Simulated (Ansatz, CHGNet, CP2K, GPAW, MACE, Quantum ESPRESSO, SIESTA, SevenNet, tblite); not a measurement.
# Running Ge(100) slab, H on both faces (90 atoms) with GPAW

Aim: run Ge(100) slab, H on both faces (90 atoms) in GPAW and see how near its forces come to a plane-wave reference, and at what cost.

Program: GPAW 26.7.0. Level of theory: the method is named at each step. Results are calculated unless marked as measured.

## 1. The structure

The cell holds 90 atoms: 54 Ge and 36 H. Cell: a = 12.002 Å, b = 12.002 Å, c = 20.839 Å, α = 90.0°, β = 90.0°, γ = 90.0°. It derives from Ge (diamond-structure). Diamond-structure Ge (a = 5.658 Å), (100) slab of 6 atomic planes, 3 x 3 surface cells, H on the broken bonds of both faces, 12 Å of vacuum; displaced by a Gaussian of 0.02 Å. Then every atom was moved at random, 0.03 Å r.m.s. a Cartesian component (hydrogen 0.6 of that). Regions: slab, 54 atoms (54 Ge); hydrogen, 36 atoms (36 H). Vacuum lies along c.

The yardstick, on the same geometry:

```
method                                           : Kohn-Sham DFT, PBE, SSSP efficiency 1.3.0 pseudopotentials, plane waves (Quantum ESPRESSO 7.5); sssp-pbe-1.3.0-efficiency, cutoffs 45/360 Ry, Γ point
r.m.s. force component                           : 0.5675 eV/Å
longest force                                    : 3.336 eV/Å
gap (highest filled to lowest empty level) : 1.209 eV
time                                             : 5.9 min on 4 MPI ranks of Arm Neoverse V2, shared host
CPU time                                         : 23 min
```

## 2. PBE, LCAO dzp, h 0.2 Å

Method: Kohn-Sham DFT, PBE, PAW, atomic orbitals (dzp).

File run.py:

```python
import numpy as np
from ase.io import read
from gpaw import GPAW, FermiDirac

atoms = read("structure.xyz")
atoms.calc = GPAW(
    mode="lcao",
    basis="dzp",
    h=0.2,
    xc="PBE",
    kpts={"size": (1, 1, 1), "gamma": True},
    occupations=FermiDirac(0.05),
    maxiter=200,
    symmetry={"point_group": False},
    txt="gpaw.txt",
)
energy = atoms.get_potential_energy(force_consistent=True)
forces = atoms.get_forces()
print(f"energy {energy:.6f} eV")
print("forces (eV/A)")
for i, (a, f) in enumerate(zip(atoms, forces)):
    print(f"{i:4d} {a.symbol:2s} {f[0]:10.5f} {f[1]:10.5f} {f[2]:10.5f}")
print(f"Fermi level {atoms.calc.get_fermi_level():.4f} eV")
for k in range(len(atoms.calc.get_ibz_k_points())):
    for s in range(atoms.calc.get_number_of_spins()):
        e = atoms.calc.get_eigenvalues(kpt=k, spin=s)
        n = np.searchsorted(e, atoms.calc.get_fermi_level())
        print(f"k {k} spin {s} levels about the Fermi level:", np.round(e[max(n - 6, 0):n], 4).tolist(), "|", np.round(e[n:n + 6], 4).tolist())
```

File structure.xyz:

```xyz
90
Lattice="12.00243 0.00000 0.00000 0.00000 12.00243 0.00000 0.00000 0.00000 20.83919" Properties=species:S:1:pos:R:3 pbc="T T T"
Ge 1.99888 2.07114 6.88881
Ge 0.04873 2.03249 8.29483
Ge 12.00219 4.01241 9.74045
Ge 2.09358 0.01476 11.13771
Ge 2.01545 2.00321 12.48955
Ge 0.06493 2.03705 13.97038
Ge 2.03717 5.98393 6.87193
Ge 11.97770 5.96929 8.32171
Ge 0.04981 8.01138 9.74982
Ge 1.96252 4.05358 11.14501
Ge 2.01821 5.99725 12.52498
Ge 0.07994 6.00698 13.92350
Ge 1.99420 9.96826 6.88923
Ge 0.04573 9.97378 8.25586
Ge 0.08606 11.96510 9.73565
Ge 2.04605 7.96649 11.07270
Ge 2.04377 10.04087 12.51748
Ge 0.02629 10.00931 13.96017
Ge 6.00398 2.05794 6.89194
Ge 3.93152 2.03453 8.32276
Ge 4.03942 4.01349 9.69939
Ge 6.02210 0.02581 11.10854
Ge 6.01586 1.98544 12.52352
Ge 4.11611 1.96792 13.93454
Ge 5.98573 6.01430 6.89402
Ge 4.05406 5.99809 8.28712
Ge 4.03078 7.99434 9.60541
Ge 5.95717 3.98133 11.10666
Ge 6.07407 5.97949 12.51789
Ge 4.01625 5.97121 13.97351
Ge 5.99521 10.04351 6.85734
Ge 4.06414 9.94713 8.30629
Ge 4.01421 0.00648 9.70564
Ge 6.01694 7.98354 11.15814
Ge 6.05955 10.01363 12.53852
Ge 4.04350 10.05324 13.98747
Ge 9.95986 1.98976 6.86464
Ge 7.99086 2.03009 8.25670
Ge 7.96541 4.01181 9.77983
Ge 10.01027 11.96438 11.17022
Ge 10.07928 1.99096 12.51185
Ge 8.03239 1.99072 14.01873
Ge 10.00295 6.01706 6.87006
Ge 7.95245 6.04766 8.29400
Ge 8.06647 8.02987 9.72982
Ge 10.04483 4.01253 11.13896
Ge 10.01747 5.98669 12.56499
Ge 8.06383 5.98489 13.92120
Ge 10.02311 9.91821 6.87860
Ge 7.97910 10.01063 8.27545
Ge 8.02386 11.98155 9.74503
Ge 10.00307 7.99062 11.12271
Ge 10.00871 10.04759 12.54457
Ge 8.03803 9.97870 13.90578
H 1.97812 0.76672 6.03607
H 1.99540 3.26778 6.04941
[... 30 atom lines left out ...]
H 10.07172 11.28721 5.97355
H 10.04387 8.78626 6.02315
H 8.01126 11.26248 14.81604
H 8.02314 8.75313 14.81958
```

Run with:

```bash
$ OMP_NUM_THREADS=1 python run.py > output.txt
```

Output:

```text
energy -334.124485 eV
forces (eV/A)
   0 Ge   -0.10451   -1.66109    0.82227
   1 Ge   -0.91981   -0.49305    0.17155
   2 Ge   -0.03545   -0.18438   -0.40221
   3 Ge   -0.58369   -0.11575   -0.16217
   4 Ge    0.69341    0.32698    0.84572
   5 Ge   -0.22371   -1.17368    0.14197
   6 Ge   -0.33157   -0.23136    2.32815
   7 Ge    0.51555    0.60689   -0.31996
   8 Ge   -0.55869   -0.27466   -0.54381
   9 Ge    0.77948   -0.57549   -0.45262
  10 Ge    0.61320    0.46090    0.31133
  11 Ge   -0.71230    0.70298   -0.58370
  12 Ge    0.82659    0.39835   -0.18286
  13 Ge   -0.54290    0.09076    0.58665
  14 Ge   -0.50974    0.26584   -0.32767
  15 Ge    0.35878    0.62605    0.45404
  16 Ge    0.10009   -0.72395    0.41181
  17 Ge    0.00070    0.11247   -0.87214
  18 Ge   -0.63344   -2.06078    1.78790
  19 Ge    0.90630   -0.26104   -0.43503
  20 Ge   -1.05864    0.19957    0.22650
  21 Ge   -0.02921   -0.42448    0.07332
  22 Ge    0.92889    0.17476    0.26624
  23 Ge   -1.32029   -0.37612   -0.16388
[...]
82 H     0.05036    0.57076   -0.69409
  83 H    -0.01289    0.27575   -0.09923
  84 H    -0.02556    0.18504    0.06013
  85 H     0.02405   -0.16944    0.08575
  86 H    -0.03263   -1.13700    0.42526
  87 H     0.02151   -2.13886   -1.84634
  88 H    -0.01004   -0.43453   -0.03802
  89 H     0.02046   -0.16303    0.32502
Fermi level 0.4650 eV
k 0 spin 0 levels about the Fermi level: [-0.7217, -0.5309, -0.4713, -0.4168, -0.2297, -0.204] | [1.1105, 1.3449, 1.4158, 1.4639, 1.5084, 1.5621]
```

gpaw.txt:

```text
Input parameters:
  mode=LCAO(),
  basis={'default': 'dzp'},
  h=0.2,
  kpts=MonkhorstPack(size=(1, 1, 1), gamma=True),
  maxiter=200,
  occupations=Occupations(name='fermi-dirac', width=0.05, fixmagmom=False),
  symmetry=Symmetry(point_group=False),
  xc=XC(name='PBE')
Unit cell  # Å
| periodic |         x |         y |         z |   lengths |    angles |
|----------|-----------|-----------|-----------|-----------|-----------|
|      yes | 12.002430 |  0.000000 |  0.000000 | 12.002430 | 90.000000 |
|      yes |  0.000000 | 12.002430 |  0.000000 | 12.002430 | 90.000000 |
|      yes |  0.000000 |  0.000000 | 20.839190 | 20.839190 | 90.000000 |
Number of symmetries: 1
Symmetry operations  # r_c * U_cc + t_c -> r_c
|   | kind |            matrix            |
|---|------|------------------------------|
| 0 |  E   |  1, 0, 0,  0, 1, 0,  0, 0, 1 |
BZ-sampling:
  Number of BZ points: 1
  Number of IBZ points: 1
  Monkhorst-Pack size: [1, 1, 1]
  Monkhorst-Pack shift: [0, 0, 0]
[... lines left out ...]
  MSR1-Mixer
occupation numbers:
  Fermi-Dirac:
    width: 0.0500  # eV
FastPoissonSolver using
    Stencil: 6*3+1=19 point O(h^6) finite-difference Laplacian
xc functional:
  name: PBE with 2 nearest neighbor stencil
interpolation: tri-quintic # 5. degree polynomial
Initialization done in: 8.910 s
convergence criteria:
- Maximum [total energy] change in last 3 cyles: 0.0005 eV / valence electron
- Maximum integral of absolute [dens]ity change: 0.0001 electrons / valence electron
- Maximum integral of absolute [eigenst]ate change: 4e-08 eV^2 / valence electron
maximum number of iterations: 200
SCF iterations
|iter     |      energy | eigst |  dens |
|---------|-------------|-------|-------|
|iter:   1| -340.106292 |      c|       |
|iter:   2| -339.089300 |      c| -0.84 |
|iter:   3| -338.111851 |      c| -0.86 |
|iter:   4| -337.661025 |      c| -1.26 |
|iter:   5| -334.124030 |      c| -1.33 |
|iter:   6| -334.128325 |      c| -2.15 |
|iter:   7| -334.131187c|      c| -2.73 |
|iter:   8| -334.124597c|      c| -2.76 |
|iter:   9| -334.124500c|      c| -3.45 |
|iter:  10| -334.124484c|      c| -3.74 |
|iter:  11| -334.124481c|      c| -4.18c|
Converged in 11 steps
SCF loop duration: 79.816 s (7.256 s/step)
Energy contributions relative to reference atoms: (reference = -3083722.089876)
Energy contributions:
  Kinetic:        1054.018146
  Coulomb:        -962.560924
  Zero:              0.601507
  External:          0.000000
  Xc:             -426.183206
  Entropy:          -0.000007
  Spinorbit:         0.000000
  ----------------------------
  Free energy:    -334.124485
  Extrapolated:   -334.124481
dipole moment: (-209.635627, -2.294868, -0.095414)  # |e|*Ang
Fermi level: 0.465
Eigenvalues  # (at kpt = [0.000, 0.000, 0.000])
| band index |      eig [eV] | occ [0-2] |
|------------|---------------|-----------|
|          0 |       -12.149 |     2.000 |
|        ... |               |           |
|        118 |        -1.038 |     2.000 |
|        119 |        -0.963 |     2.000 |
[...]
|        133 |         1.581 |     0.000 |
|        ... |               |           |
|        155 |         3.234 |     0.000 |
Gap: 1.315 eV
Transition (v -> c):
  (s=0, k=0, n=125, [0.00, 0.00, 0.00]) -> (s=0, k=0, n=126, [0.00, 0.00, 0.00])
No difference between direct/indirect transitions
Force computation time: 14.481  # s
timing:  # [seconds]
  Total:  103.230  # ━━━━━━━━━━━━━━━━━━━━━━━━━━━━━━━━━━━━━━━━━━━━━━━━━━━━━━━━
  Init:     8.909  # ━━━━━
  SCF:     79.816  # ━━━━━━━━━━━━━━━━━━━━━━━━━━━━━━━━━━━━━━━━━━━╸
  Forces:  14.481  # ━━━━━━━━
```

The job ended after 1.7 min (1 thread of Arm Neoverse V2, shared host; peak memory 1.7 GiB).

Banners, paths, timers and routine set-up lines are dropped from the logs unmarked, and long logs keep their key lines alone; longer cuts are marked.

Against the reference:

```
r.m.s. force component                           : 0.6551 eV/Å
r.m.s. difference of force components            : 168.2 meV/Å
longest difference of force vectors              : 664.4 meV/Å
force difference over r.m.s. force               : 29.64 %
slope of forces against the reference's          : 1.122
correlation of force components                  : 0.9723
gap (highest filled to lowest empty level) : 1.315 eV
gap difference                                   : 0.1054 eV
```

This run lies far from the reference in forces at the same functional. Basis and potentials both differ; the latter hold 252 valence electrons against the reference's 792.

Length of the force difference by element (eV/Å):

| element | atoms | mean | most |
| --- | --- | --- | --- |
| Ge | 54 | 0.13 | 0.49 |
| H | 36 | 0.40 | 0.66 |

Levels nearest the highest filled one (eV from it): -0.52, -0.33, -0.27, -0.21, -0.03, 0.00, 1.31, 1.55, 1.62, 1.67, 1.71, 1.77.

Local excerpt of 9 atoms (numbers count through the whole input) about Ge23, picked at random; x, y, z are measured from there.

| atom | x | y | z | distance (Å) | bonds | Fx | Fy | Fz (eV/Å) |
| --- | --- | --- | --- | --- | --- | --- | --- | --- |
| Ge23 | 0.00 | 0.00 | 0.00 | 0.00 | 4 | 0.93 | 0.17 | 0.27 |
| Ge24 | -1.90 | -0.02 | 1.41 | 2.37 | 4 | -1.32 | -0.38 | -0.16 |
| Ge22 | 0.01 | -1.96 | -1.41 | 2.42 | 4 | -0.03 | -0.42 | 0.07 |
| Ge28 | -0.06 | 2.00 | -1.42 | 2.45 | 4 | 0.47 | 0.03 | 0.59 |
| Ge42 | 2.02 | 0.01 | 1.50 | 2.51 | 4 | 0.29 | 0.38 | -1.49 |
| H70 | -2.00 | 1.23 | 2.28 | 3.27 | 1 | 0.07 | 0.25 | 0.36 |
| H69 | -1.96 | -1.25 | 2.38 | 3.33 | 1 | 0.04 | 0.41 | -0.10 |
| H81 | 2.06 | -1.23 | 2.37 | 3.37 | 1 | -0.04 | -0.47 | 0.55 |
| H82 | 2.05 | 1.27 | 2.35 | 3.37 | 1 | -0.06 | 0.13 | 0.34 |

Atoms are counted from 1 here, from 0 in the log.

Forces lie 30 % from the reference's, at 0.074 times its CPU time (on 1 against 4 cores).

The difference per atom is largest on H (0.40 eV/Å on average, against 0.13 on Ge).

## 3. PBE, LCAO dzp, h 0.15 Å

Method: Kohn-Sham DFT, PBE, PAW, atomic orbitals (dzp).

run.py: that of step 2 with these lines changed.

```diff
@@ -8,3 +8,3 @@
     basis="dzp",
-    h=0.2,
+    h=0.15,
     xc="PBE",
```

structure.xyz is that of step 2.

Output:

```text
energy -335.193022 eV
forces (eV/A)
   0 Ge   -0.10397   -1.68056    0.81409
   1 Ge   -0.92266   -0.50243    0.17268
   2 Ge   -0.03572   -0.18879   -0.40683
   3 Ge   -0.59065   -0.11174   -0.16597
   4 Ge    0.70807    0.32878    0.84829
   5 Ge   -0.24200   -1.16336    0.14544
   6 Ge   -0.34313   -0.22723    2.34428
   7 Ge    0.50395    0.60407   -0.33405
   8 Ge   -0.56676   -0.28409   -0.54829
   9 Ge    0.79141   -0.58179   -0.45807
  10 Ge    0.60256    0.45897    0.32498
  11 Ge   -0.71177    0.70794   -0.58267
  12 Ge    0.83481    0.40205   -0.18018
  13 Ge   -0.54284    0.07576    0.59151
  14 Ge   -0.51673    0.27078   -0.31443
  15 Ge    0.36462    0.60171    0.45082
  16 Ge    0.08506   -0.74424    0.43001
  17 Ge    0.01664    0.10153   -0.88896
  18 Ge   -0.63250   -2.07416    1.78482
  19 Ge    0.92649   -0.27245   -0.44525
  20 Ge   -1.07811    0.18594    0.23402
  21 Ge   -0.01804   -0.41619    0.07357
  22 Ge    0.93460    0.18796    0.27512
  23 Ge   -1.30430   -0.36128   -0.15850
[...]
82 H     0.04184    0.56798   -0.69824
  83 H    -0.01763    0.26798   -0.08946
  84 H    -0.03335    0.19127    0.05857
  85 H     0.01931   -0.16777    0.09464
  86 H    -0.02840   -1.13137    0.42227
  87 H     0.01446   -2.13875   -1.84818
  88 H    -0.01865   -0.43224   -0.03726
  89 H     0.01563   -0.16644    0.32663
Fermi level 0.4642 eV
k 0 spin 0 levels about the Fermi level: [-0.7221, -0.5313, -0.4716, -0.4172, -0.2301, -0.2044] | [1.1093, 1.3441, 1.4149, 1.4631, 1.5075, 1.5611]
```

gpaw.txt:

```text
Input parameters:
  mode=LCAO(),
  basis={'default': 'dzp'},
  h=0.15,
  kpts=MonkhorstPack(size=(1, 1, 1), gamma=True),
  maxiter=200,
  occupations=Occupations(name='fermi-dirac', width=0.05, fixmagmom=False),
  symmetry=Symmetry(point_group=False),
  xc=XC(name='PBE')
Unit cell  # Å
| periodic |         x |         y |         z |   lengths |    angles |
[... lines left out ...]
  Fermi-Dirac:
[... lines left out ...]
convergence criteria:
- Maximum [total energy] change in last 3 cyles: 0.0005 eV / valence electron
[... lines left out ...]
Converged in 11 steps
[... lines left out ...]
  Free energy:    -335.193022
  Extrapolated:   -335.193018
dipole moment: (-209.517445, -2.311484, -0.095457)  # |e|*Ang
Fermi level: 0.464
Eigenvalues  # (at kpt = [0.000, 0.000, 0.000])
| band index |      eig [eV] | occ [0-2] |
|------------|---------------|-----------|
|          0 |       -12.149 |     2.000 |
|        ... |               |           |
|        118 |        -1.038 |     2.000 |
|        119 |        -0.964 |     2.000 |
[...]
|        133 |         1.580 |     0.000 |
|        ... |               |           |
|        155 |         3.233 |     0.000 |
Gap: 1.314 eV
Transition (v -> c):
  (s=0, k=0, n=125, [0.00, 0.00, 0.00]) -> (s=0, k=0, n=126, [0.00, 0.00, 0.00])
No difference between direct/indirect transitions
Force computation time: 30.369  # s
timing:  # [seconds]
  Total:  210.338  # ━━━━━━━━━━━━━━━━━━━━━━━━━━━━━━━━━━━━━━━━━━━━━━━━━━━━━━━━
  Init:    15.710  # ━━━━
  SCF:    164.237  # ━━━━━━━━━━━━━━━━━━━━━━━━━━━━━━━━━━━━━━━━━━━╸
  Forces:  30.370  # ━━━━━━━━
```

Wall time 3.5 min (1 thread); peak memory 3.9 GiB.

Against the reference:

* r.m.s. force component: 0.6571 eV/Å
* r.m.s. difference of force components: 168.9 meV/Å
* longest difference of force vectors: 665.3 meV/Å
* force difference over r.m.s. force: 29.77 %
* slope of forces against the reference's: 1.126
* correlation of force components: 0.9725
* gap (highest filled to lowest empty level): 1.314 eV
* gap difference: 0.1046 eV
* energy less the same-level run's: -11.87 meV/atom
* r.m.s. force difference from the same-level run: 9.139 meV/Å

This run lies far from the reference in forces at the same functional. Basis and potentials both differ; the latter hold 252 valence electrons against the reference's 792.

Against the first run (30 %), the force difference from the reference is 30 %, at 2.0 times the CPU time: the change moves forces by 9.1 meV/Å r.m.s., so most of the difference comes from elsewhere.

The difference per atom is largest on H (0.40 eV/Å on average, against 0.14 on Ge).

(Continued in part 2 of 2.)

[Also dropped from logs without a mark: logging warnings of Python, and SIESTA's first energy breakdown and zero terms.]

[Logs are printed without paths, hosts, clocks, repeated set-up lines and the standing remarks that a program may print on its own settings, such as how far it seeks lower states.]

[Hosts, paths, dates, database ids (printed as entryN), source tags and the programs' standing remarks are cut or masked in the printed files.]
